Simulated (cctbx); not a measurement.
# Accept or mend?

Cell a = 4.9890 Å, b = 4.9890 Å, c = 10.9250 Å, α = 90.00°, β = 90.00°, γ = 120.00°; space group P6/mmm (no. 191). The compound is Ce3Ni13C2.

The data are simulated with cctbx, not measured: Cu Kα, λ = 1.54184 Å, to d = 0.83 Å, 50 % of the full sphere, strongest reflection 40000 counts, noise from counting, a 4 % proportional error and a noise floor of 15 counts (s.d.); no absorption.

An anisotropic refinement with weights 1/σ² prints:

```text
Rint 0.031, 120 unique reflections to 0.83 A
cycle     R1     wR2    GooF  max shift (A)
   1  0.0417  0.1002   4.562   0.00774
   2  0.0423  0.0876   3.991   0.00000
final R1 0.0423 wR2 0.0876 GooF 3.991  parameters 15  data/parameter 8.0
atom        x        y        z      Ueq    occ   su(xyz)  su(Uiso or U11)
Ce1    0.00000  0.00000  0.33671   0.0024  1.000  0.00014  0.0007
Ce2    0.00000  0.00000  0.00000   0.0020  1.000  0.00000  0.0009
Ni1    0.00000  0.50000  0.12684   0.0044  1.000  0.00029  0.0019
Ni2    0.66667  0.33333  0.31945   0.0059  1.000  0.00033  0.0015
Ni3    0.00000  0.50000  0.50000   0.0036  1.000  0.00000  0.0024
difference map: max 11.03 min -1.14 rms 0.59
Q1    0.3333  0.6667  0.0000    2   11.58  2.00 A from Ni1
Q2    0.0000  0.0000  0.3363    2    5.38  0.00 A from Ce1
Q3    0.0000  0.0000  0.0000    1    4.81  0.00 A from Ce2
Q4    0.3333  0.6667  0.3362    4    4.40  0.18 A from Ni2
Q5    0.0000  0.0000  0.1090    2    1.00  1.19 A from Ce2
Q6    0.3333  0.6667  0.1769    4    0.80  1.54 A from Ni1
```

Q: Accept it or mend it, and why?

Mend it. The fault: an atom left out, C at (1/3, 2/3, 0). Against the right model at the same level, R1 goes from 0.0117 to 0.0423 and GooF from 1.07 to 3.99 and the top difference peak, 11.6 e/Å³, lies 2.00 Å from Ni1. Q1 is the missing atom. With scattering power missing, scale and phases suffer, so peaks may also grow on the heavy atoms.

The compound is Ce3Ni13C2. The right model at the same level gives:

```text
Rint 0.031, 120 unique reflections to 0.83 A
cycle     R1     wR2    GooF  max shift (A)
   1  0.0136  0.0287   1.321   0.00050
   2  0.0117  0.0232   1.067   0.00000
final R1 0.0117 wR2 0.0232 GooF 1.067  parameters 17  data/parameter 7.1
atom        x        y        z      Ueq    occ   su(xyz)  su(Uiso or U11)
Ce1    0.00000  0.00000  0.33660   0.0041  1.000  0.00004  0.0002
Ce2    0.00000  0.00000  0.00000   0.0037  1.000  0.00000  0.0002
Ni1    0.00000  0.50000  0.12678   0.0067  1.000  0.00008  0.0005
Ni2    0.66667  0.33333  0.32016   0.0060  1.000  0.00009  0.0004
Ni3    0.00000  0.50000  0.50000   0.0057  1.000  0.00000  0.0007
C1     0.33333  0.66667  0.00000   0.0121  1.000  0.00000  0.0030
difference map: max 0.71 min -1.09 rms 0.19
Q1    0.3333  0.6667  0.1950    4    0.79  1.37 A from Ni2
Q2    0.0000  0.2070  0.5000    6    0.54  1.46 A from Ni3
Q3    0.2069  0.6034  0.3930   12    0.50  0.97 A from Ni2
Q4    0.1562  0.3124  0.2788   12    0.49  1.49 A from Ce1
Q5    0.0000  0.2421  0.2307   12    0.46  1.67 A from Ce1
Q6    0.0000  0.3602  0.4331   12    0.45  1.01 A from Ni3
```

The model is made up (kin elements in a known structure type, no relaxation), so it says nothing on whether the phase exists.

[Middle refinement cycles are left out of these outputs.]

[Logs are printed without paths, hosts, clocks, repeated set-up lines and the standing remarks that a program may print on its own settings, such as how far it seeks lower states.]
